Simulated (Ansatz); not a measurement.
**GaCuSe2 (I-42d): the PBE gap against the wavefunction cutoff**

Aim: see how gap, energy and time of GaCuSe2 (I-42d) follow the wavefunction cutoff.

Method: DFT, PBE, plane waves, PAW; PAW set soft_1, in Ansatz 0.2.0.

## (1) The structure

It takes space group I-42d (No. 122, tetragonal). The conventional cell has a = 5.619 Å, b = 5.619 Å, c = 11.026 Å, α = 90.00°, β = 90.00°, γ = 90.00°. Nearest to Ga lie 4 Se at 2.42 Å. Cu has 4 Se at 2.42 Å nearest. Nearest to Se lie 2 Ga at 2.42 Å and 2 Cu at 2.42 Å. Farther neighbours and most contacts between anions are not listed.

The cell and positions come from the Crystallography Open Database and are kept as given unless a step says otherwise.

## (2) Wavefunction cutoff: 190 eV

input.yaml reads:

```yaml
crystal:
  lattice:
    - [-2.80955, 2.80955, 5.513]
    - [2.80955, -2.80955, 5.513]
    - [2.80955, 2.80955, -5.513]
  atoms:
    - { symbol: Ga, position: [0.5, 0.5, 0.0] }
    - { symbol: Ga, position: [0.25, 0.75, 0.5] }
    - { symbol: Cu, position: [0.0, 0.0, 0.0] }
    - { symbol: Cu, position: [0.75, 0.25, 0.5] }
    - { symbol: Se, position: [0.375, 0.37562, 0.50062] }
    - { symbol: Se, position: [0.62438, 0.125, 0.99938] }
    - { symbol: Se, position: [0.875, 0.87438, 0.49938] }
    - { symbol: Se, position: [0.12562, 0.625, 0.00062] }
kpoints:
  mp_grid: { grid: [6, 6, 6] }
  band_path:
    path:
      - [0.0, 0.0, 0.0]
      - [0.0, 0.0, 0.5]
      - [0.25, 0.25, 0.25]
      - [0.0, 0.5, 0.0]
      - [0.5, 0.5, -0.5]
      - [0.31492883, 0.68507117, -0.31492883]
      - [-0.31492883, 0.31492883, 0.31492883]
      - [-0.12985765, 0.12985765, 0.5]
    npoints: 1
hamiltonian:
  xc: pbe
  pseudopotentials: { kind: paw, azcp: { folder: soft_1 } }
scf:
  occupations: { method: fermi_dirac, width: 0.02 }
  n_extra_bands: 6
  max_iter: 80
output:
  eigenvalues: true
  forces: true
  stress: true
basis:
  ecutwfc: 190.0
```

The run is started by

```
$ ansatz run input.yaml --threads 3 --pin off --max-ram 92160MiB --backend cuda --events-out ev --progress --plain --runs-dir out --devices 1 --max-vram 13GiB
```

Numbers of over 12 decimals in the logs are rounded to 6 here.

What it wrote:

```text
Warning: basis.ecutwfc = 190 eV is below the records' recommended 420 eV, and the density's cutoff is lower with it unless basis.ecutrho_ratio is high enough to keep the records' density cutoff: compare with a run at a higher cutoff
scf.n_extra_bands = 6 over 64 filled bands (N_el = 128.0): the run solves 70 bands
GPUs: using 1 of 1 available (devices: 1).
Engine: ansatz 0.2.0, x86_64-unknown-linux-gnu
Pseudopotentials: kind: paw
Pseudopotential: Ga, paw, valence charge 13, recommended cutoff 420 eV (normal), soft_1/Ga.paw.azcp
Pseudopotential: Cu, paw, valence charge 19, recommended cutoff 420 eV (normal), soft_1/Cu.paw.azcp
Pseudopotential: Se, paw, valence charge 16, recommended cutoff 420 eV (normal), soft_1/Se.paw.azcp
Functional definition: PBE
  parameter kappa = 0.804
  parameter beta = 0.066725
  exchange = pbe_x(kappa = kappa, mu = beta*pi^2/3)
  correlation = pbe_c(beta = beta)
device memory: the entry about to start is reckoned to put 2.3 GiB on a device that reports 43.3 GiB free (of which the cap on the GPU budget leaves the run 13.0 GiB)
GPU FFT provider: cuFFT
GPU libraries: cuBLAS 13.8.2, cuFFT 12.4.0, cuSOLVER 12.3.4
Crystal: 8 atoms, lattice volume = 174.069 Å³
Basis set: ecut = 190 eV, 1033 PW (Γ), exchange–correlation on 64×64×64 points (8 copies of the dense FFT grid, shifted against one another)
Bands: 70, of which v1, the nominal top of the filled ones, is band 64 counted from 1 (63 counted from 0)
Symmetry: 8 space group operations
Space group: I-42d (ITA 122), of the structure as read, at distance tolerance 5.6e-5 Å
k-points: 30 of 216 (time reversal used)
Non-local potential: Ga, projectors of the file, l = 0: 2, l = 1: 2, l = 2: 3, l = 3: 1
Non-local potential: Cu, projectors of the file, l = 0: 3, l = 1: 2, l = 2: 3, l = 3: 1
Non-local potential: Se, projectors of the file, l = 0: 2, l = 1: 2, l = 2: 3, l = 3: 1
PAW form: soft (Blöchl's): semilocal exchange-correlation on the pseudo side does not see the compensation charge
PAW one-centre angular grid: Ga, 590 points (default); XC on 64 Gauss nodes
PAW one-centre angular grid: Cu, 590 points (default); XC on 64 Gauss nodes
PAW one-centre angular grid: Se, 590 points (default); XC on 64 Gauss nodes
Initial density: superposition of atomic densities (chi_scale 0.1, normalization cell, long waves kept (reshape's long-wave potential 0.00 eV rms))
Initial wavefunctions: pseudopotential atomic-orbital guess
GPU buffer pool allocated for 32768 grid points (all kernels)
GPU transforms: local potential and band sums: pruned to the plane-wave sphere, on 32×32×32
Functional: x = pbe(κ = 0.804, μ = 0.219515), c = pbe(β = 0.066725)
iter 1 solved again at ethr=2.38e-3 eV; its pass at ethr=3.10e-3 eV (dr2=3.05e0 eV) is discarded
SCF iter   1: F=—  HF=-42644.040517 eV  |F-HF|=—  |Δ(HF+E_count)|=         —  Δρ=5.97e-2  dr2=3.06e0  ethr=2.38e-3  ⟨swp⟩=1.0  Hψ=9152  notcnv=0
preconditioner: auto → Resta (q_TF=auto, 2.592 Å⁻¹)  ε∞=5.6  [insulator: Δε(μ)=0.445 eV  Ē_g=11.183 eV  σ=0.020 eV  W_gap=1.00  n_scr=60 (ndim 8)  ℏωp=23.9 eV  f_vac=0.128  D(μ)=0.00/eV (n_scr^D=0)  ε∞_Penn≈5.6  vacuum switching on, ρ_ref=9.1e-3 e/Å³]
SCF iter   2: F=—  HF=-42634.168865 eV  |F-HF|=—  |Δ(HF+E_count)|=    9.87e0  Δρ=5.01e-2  dr2=3.58e0  ethr=2.38e-3  ⟨swp⟩=3.0  Hψ=4288  notcnv=0
SCF iter   3: F=—  HF=-42632.923719 eV  |F-HF|=—  |Δ(HF+E_count)|=    1.25e0  Δρ=2.56e-2  dr2=6.13e-1  ethr=2.38e-3  ⟨swp⟩=3.0  Hψ=4591  notcnv=0  defer=30
SCF iter   4: F=—  HF=-42632.678469 eV  |F-HF|=—  |Δ(HF+E_count)|=   2.45e-1  Δρ=9.08e-3  dr2=1.64e-1  ethr=4.79e-4  ⟨swp⟩=2.0  Hψ=4650  notcnv=0  defer=30
SCF iter   5: F=—  HF=-42632.658542 eV  |F-HF|=—  |Δ(HF+E_count)|=   1.99e-2  Δρ=3.40e-3  dr2=1.54e-2  ethr=1.28e-4  ⟨swp⟩=2.0  Hψ=2833  notcnv=0  defer=30
SCF iter   6: F=—  HF=-42632.671359 eV  |F-HF|=—  |Δ(HF+E_count)|=   1.28e-2  Δρ=6.48e-4  dr2=1.24e-3  ethr=1.21e-5  ⟨swp⟩=2.0  Hψ=3810  notcnv=0  defer=30
SCF iter   7: F=—  HF=-42632.673027 eV  |F-HF|=—  |Δ(HF+E_count)|=   1.67e-3  Δρ=4.60e-4  dr2=2.85e-4  ethr=9.68e-7  ⟨swp⟩=2.1  Hψ=3050  notcnv=0  defer=30
SCF iter   8: F=—  HF=-42632.673534 eV  |F-HF|=—  |Δ(HF+E_count)|=   5.06e-4  Δρ=9.68e-5  dr2=9.60e-6  ethr=2.23e-7  ⟨swp⟩=2.0  Hψ=2722  notcnv=0  defer=30
SCF iter   9: F=—  HF=-42632.673229 eV  |F-HF|=—  |Δ(HF+E_count)|=   3.05e-4  Δρ=2.21e-5  dr2=5.05e-7  ethr=7.50e-9  ⟨swp⟩=2.0  Hψ=2730  notcnv=0  defer=30
SCF iter  10: F=-42632.673230 eV  HF=-42632.673229 eV  |F-HF|=1.63e-8  |Δ(HF+E_count)|=   5.06e-7  Δρ=1.85e-6  dr2=4.47e-9  ethr=7.81e-11  ⟨swp⟩=8.1  Hψ=7999  notcnv=0
SCF 1 converged in 10 iterations: F = -42632.673230 eV  dr2 = 4.47e-9
[...]
device memory: the entry about to start is reckoned to put 2.1 GiB on a device that reports 42.6 GiB free (of which the cap on the GPU budget leaves the run 13.0 GiB)
NSCF: frozen V_eff on 8 k-points
SCF converged after 10 iterations
Free energy (F): -42632.673230 eV
Harris-Foulkes:  -42632.673229 eV  (|F-HF|=1.63e-8)
Internal energy: -42632.673230 eV  (E = F + TS)
E sigma→0 (E₀):  -42632.673230 eV
Fermi energy:    8.181347 eV
--- Per-component energies (eV) ---
  E_band       = -2949.880117
  E_kinetic    = 1259.521538
  E_local      = -25815.277381  (includes V_loc(G=0)·N_el)
  E_nonlocal   = 607.939850
  E_hartree    = 12803.274429
  E_xc         = -606.935936
  E_vxc        = -653.350132  (∫ρ·V_xc dr)
  E_paw        = -16544.208434  (= ΣΔE_a)
  E_vpaw       = -3954.378040  (= ΣTr[D̂ρ^β])
  E_aug_tail   = -0.882113  (compensation charges beyond the density's cutoff)
  E_ewald      = -14336.105182
  E_smearing   = -0.000000  (= −TS)
  E_closure    = 0.000000  (closes the sum)
  Σ components = -42632.673230   (vs F -42632.673230, Δ=0.00e0)
--- Forces (eV/Å), atoms counted from 1 ---
  atom   1  Ga    -0.00000000     0.00000000     0.00000000
  atom   2  Ga    -0.00000000    -0.00000000     0.00000000
  atom   3  Cu     0.00000000     0.00000000     0.00000000
  atom   4  Cu     0.00000000    -0.00000000     0.00000000
  atom   5  Se     0.48199598     0.00000000     0.00000000
  atom   6  Se     0.00000000    -0.48199598     0.00000000
  atom   7  Se    -0.48199598    -0.00000000     0.00000000
  atom   8  Se     0.00000000     0.48199598     0.00000000
  max |Σ_I F_I| component: 5.55e-17 eV/Å
--- Stress (GPa, compression-positive) ---
        2.747208       0.000000       0.000000
        0.000000       2.747208       0.000000
        0.000000       0.000000       3.093461
  P = ⅓ Tr σ = 2.8626 GPa (28.626 kbar)
--- Band table (eV; the first three rows and the last of 30) ---
  k-point 0: bands = [... 60 lower, 6.0550, 7.6864, 7.6864, 7.8298, 8.5328, 10.2535, 10.4721, 12.4360, ... 2 higher]
  k-point 1: bands = [... 60 lower, 6.3157, 6.5771, 7.4663, 7.6125, 9.5509, 10.4309, 11.3150, 12.0955, ... 2 higher]
  k-point 2: bands = [... 60 lower, 6.4455, 6.5448, 7.1355, 7.4686, 9.9178, 10.1674, 11.6309, 12.0159, ... 2 higher]
  k-point 29: bands = [... 60 lower, 6.5514, 6.5514, 6.9472, 6.9472, 9.9681, 9.9681, 10.2803, 10.2803, ... 2 higher]
```

The job ended after 8.8 s (1 × NVIDIA H100 80GB HBM3 (shared by 6 runs) with 3 threads of AMD EPYC 7R13 (Zen 3), shared host; peak memory 0.94 GiB).

In the SCF lines HF is the Harris–Foulkes energy and dr2 the Hartree energy of the density residual, in eV; the loop may stop once dr2 is under the threshold and the program's other checks hold. Hψ counts applications of the Hamiltonian.

Numbers from this step:

* pressure: 2.863 GPa
* gap: 0.7030 eV
* valence top at: Γ
* conduction bottom at: Γ
* least direct gap: 0.7030 eV

The gap is direct, at Γ.

## (3) Wavefunction cutoff: 290 eV

input.yaml, as its differences from that of step 2:

```diff
@@ -31,3 +31,3 @@
 scf:
-  occupations: { method: fermi_dirac, width: 0.02 }
+  occupations: { method: fixed }
   n_extra_bands: 6
@@ -39,2 +39,2 @@
 basis:
-  ecutwfc: 190.0
+  ecutwfc: 290.0
```

What it wrote:

```text
[...]
GPUs: using 1 of 1 available (devices: 1).
[...]
GPU FFT provider: cuFFT
GPU libraries: cuBLAS 13.8.2, cuFFT 12.4.0, cuSOLVER 12.3.4
Crystal: 8 atoms, lattice volume = 174.069 Å³
Basis set: ecut = 290 eV, 1943 PW (Γ), exchange–correlation on 80×80×80 points (8 copies of the dense FFT grid, shifted against one another)
[...]
k-point 0: bands = [... 60 lower, 6.9550, 8.3660, 8.3660, 8.4931, 8.7637, 10.4310, 10.7990, 12.5260, ... 2 higher]
  k-point 1: bands = [... 60 lower, 7.0785, 7.3849, 8.1339, 8.2949, 9.8709, 10.7082, 11.5941, 12.2514, ... 2 higher]
  k-point 2: bands = [... 60 lower, 7.2664, 7.3242, 7.8112, 8.1219, 10.2695, 10.5068, 11.6553, 12.0094, ... 2 higher]
  k-point 29: bands = [... 60 lower, 7.2711, 7.2711, 7.5873, 7.5873, 10.3944, 10.3944, 10.4849, 10.4849, ... 2 higher]
[key lines of the parts left out:]
SCF converged after 11 iterations
Free energy (F): -42695.535013 eV
Fermi energy:    8.493100 eV
P = ⅓ Tr σ = 2.8893 GPa (28.893 kbar)
```

The job ended after 5.8 s (1 × NVIDIA H100 80GB HBM3 (shared by 6 runs) with 3 threads; peak memory 0.96 GiB; 6 s of CPU time).

This step gave:

| Item | Value |
| --- | --- |
| pressure | 2.889 GPa |
| gap | 0.2706 eV |
| valence top at | Γ |
| conduction bottom at | Γ |
| least direct gap | 0.2706 eV |

The gap is 0.271 eV, −0.432 eV from the run before at this level.

## (4) Wavefunction cutoff: 420 eV (the default)

input.yaml, the sections that differ from step 3:

```yaml
kpoints:
  mp_grid: { grid: [6, 6, 6] }
  band_path:
    path:
      - [[0.0, 0.0, 0.0], [0.0, 0.0, 0.5], [0.25, 0.25, 0.25], [0.0, 0.5, 0.0], [0.0, 0.0, 0.0], [0.5, 0.5, -0.5], [0.31492883, 0.68507117, -0.31492883]]
      - [[-0.31492883, 0.31492883, 0.31492883], [0.0, 0.0, 0.0]]
      - [[0.0, 0.0, 0.5], [-0.12985765, 0.12985765, 0.5]]
      - [[0.5, 0.5, -0.12985765], [0.5, 0.5, -0.5]]
    npoints: 10
scf:
  occupations: { method: fermi_dirac, width: 0.02 }
  n_extra_bands: 6
output:
  eigenvalues: true
  forces: true
  stress: true
  write_density: true
  write_potential: true
  elf: true
  volumetric_format: npy
# crystal, hamiltonian: as in step 3
# basis: removed
```

What it wrote:

```text
[...]
GPUs: using 1 of 1 available (devices: 1).
[...]
GPU FFT provider: cuFFT
GPU libraries: cuBLAS 13.8.2, cuFFT 12.4.0, cuSOLVER 12.3.4
Crystal: 8 atoms, lattice volume = 174.069 Å³
Basis set: ecut = 420 eV, 3451 PW (Γ), exchange–correlation on 96×96×96 points (8 copies of the dense FFT grid, shifted against one another)
[...]
k-point 0: bands = [... 60 lower, 7.0088, 8.4101, 8.4101, 8.5380, 8.7717, 10.4448, 10.8130, 12.5284, ... 2 higher]
  k-point 1: bands = [... 60 lower, 7.1242, 7.4335, 8.1780, 8.3381, 9.8847, 10.7234, 11.6081, 12.2554, ... 2 higher]
  k-point 2: bands = [... 60 lower, 7.3216, 7.3716, 7.8547, 8.1623, 10.2839, 10.5211, 11.6542, 12.0026, ... 2 higher]
  k-point 29: bands = [... 60 lower, 7.3113, 7.3113, 7.6285, 7.6285, 10.4157, 10.4157, 10.5002, 10.5002, ... 2 higher]
[key lines of the parts left out:]
SCF converged after 12 iterations
Free energy (F): -42696.505775 eV
Fermi energy:    8.655004 eV
P = ⅓ Tr σ = 2.8489 GPa (28.489 kbar)
```

The job ended after 12 s (1 × NVIDIA H100 80GB HBM3 (shared by 6 runs) with 3 threads; peak memory 1.1 GiB; 20 s of CPU time).

This step gave:

- pressure: 2.849 GPa
- gap: 0.2338 eV
- valence top at: Γ
- conduction bottom at: Γ
- least direct gap: 0.2338 eV

The gap is 0.234 eV, −0.037 eV from the run before at this level.

## (5) Wavefunction cutoff: 630 eV

input.yaml, the sections that differ from step 4:

```yaml
kpoints:
  mp_grid: { grid: [6, 6, 6] }
  band_path:
    path:
      - [0.0, 0.0, 0.0]
      - [0.0, 0.0, 0.5]
      - [0.25, 0.25, 0.25]
      - [0.0, 0.5, 0.0]
      - [0.5, 0.5, -0.5]
      - [0.31492883, 0.68507117, -0.31492883]
      - [-0.31492883, 0.31492883, 0.31492883]
      - [-0.12985765, 0.12985765, 0.5]
    npoints: 1
scf:
  occupations: { method: fixed }
  n_extra_bands: 6
  max_iter: 80
output:
  eigenvalues: true
  forces: true
  stress: true
basis:
  ecutwfc: 630.0
# crystal, hamiltonian: as in step 4
```

What it wrote:

```text
[...]
GPUs: using 1 of 1 available (devices: 1).
[...]
GPU FFT provider: cuFFT
GPU libraries: cuBLAS 13.8.2, cuFFT 12.4.0, cuSOLVER 12.3.4
Crystal: 8 atoms, lattice volume = 174.069 Å³
Basis set: ecut = 630 eV, 6283 PW (Γ), exchange–correlation on 120×120×120 points (8 copies of the dense FFT grid, shifted against one another)
[...]
k-point 0: bands = [... 60 lower, 7.0049, 8.4070, 8.4070, 8.5348, 8.7714, 10.4431, 10.8116, 12.5270, ... 2 higher]
  k-point 1: bands = [... 60 lower, 7.1208, 7.4302, 8.1748, 8.3351, 9.8838, 10.7218, 11.6066, 12.2542, ... 2 higher]
  k-point 2: bands = [... 60 lower, 7.3177, 7.3682, 7.8514, 8.1593, 10.2827, 10.5198, 11.6533, 12.0022, ... 2 higher]
  k-point 29: bands = [... 60 lower, 7.3081, 7.3081, 7.6251, 7.6251, 10.4140, 10.4140, 10.4983, 10.4983, ... 2 higher]
[key lines of the parts left out:]
SCF converged after 13 iterations
Free energy (F): -42696.519675 eV
Fermi energy:    8.534800 eV
P = ⅓ Tr σ = 2.8493 GPa (28.493 kbar)
```

Run time: 16 s. Hardware: 1 × NVIDIA H100 80GB HBM3 (shared by 6 runs) with 3 threads; peak memory 1.1 GiB.

Numbers from this step:

```
pressure             : 2.849 GPa
gap                  : 0.2366 eV
valence top at       : Γ
conduction bottom at : Γ
least direct gap     : 0.2366 eV
```

The gap is 0.237 eV, +0.003 eV from the run before at this level.

## (6) The series

Differences are against the last row; a negative gap means that bands overlap, and a run with a band path holds that path's time. Times are wall times on 1 × NVIDIA H100 80GB HBM3 (shared by 6 runs) with 3 threads of AMD EPYC 7R13 (Zen 3), shared host, good to a factor of about two.

```csv
wavefunction cutoff,gap (eV),direct gap (eV),gap error (eV),energy error (meV/atom),irreducible k,time
190 eV,0.703,0.703,+0.466,+7980.8,30,8.8 s
290 eV,0.271,0.271,+0.034,+123.1,30,5.8 s
420 eV,0.234,0.234,−0.003,+1.7,30,12 s
630 eV,0.237,0.237,+0.000,+0.0,30,16 s
```

## (7) Outcome

```yaml
190_ev: 0.703 eV
290_ev: 0.271 eV
420_ev: 0.234 eV
630_ev: 0.237 eV
```

In words: The gap holds to 0.02 eV from 420 eV on. At 190 eV the gap is off by +0.466 eV and the energy by +7981 meV/atom. The runs have no spin polarisation. For a closed low-spin shell that is the natural state; where a d or f shell is open it is a constraint, and the gap is then not the crystal's own.

[Paths, hosts, dates, memory and timing lines, banners, echoed tables and standing remarks are left out of the program output.]

[Logs are printed without paths, hosts, clocks, repeated set-up lines and the standing remarks that a program may print on its own settings, such as how far it seeks lower states.]

[Runs of the session that timed out or met a known fault of the program may be left out.]

[Cells called generated may have been cut or substituted from an entry of the Crystallography Open Database or the Materials Project.]

[Hosts, paths, dates, database ids (printed as entryN), source tags and the programs' standing remarks are cut or masked in the printed files.]
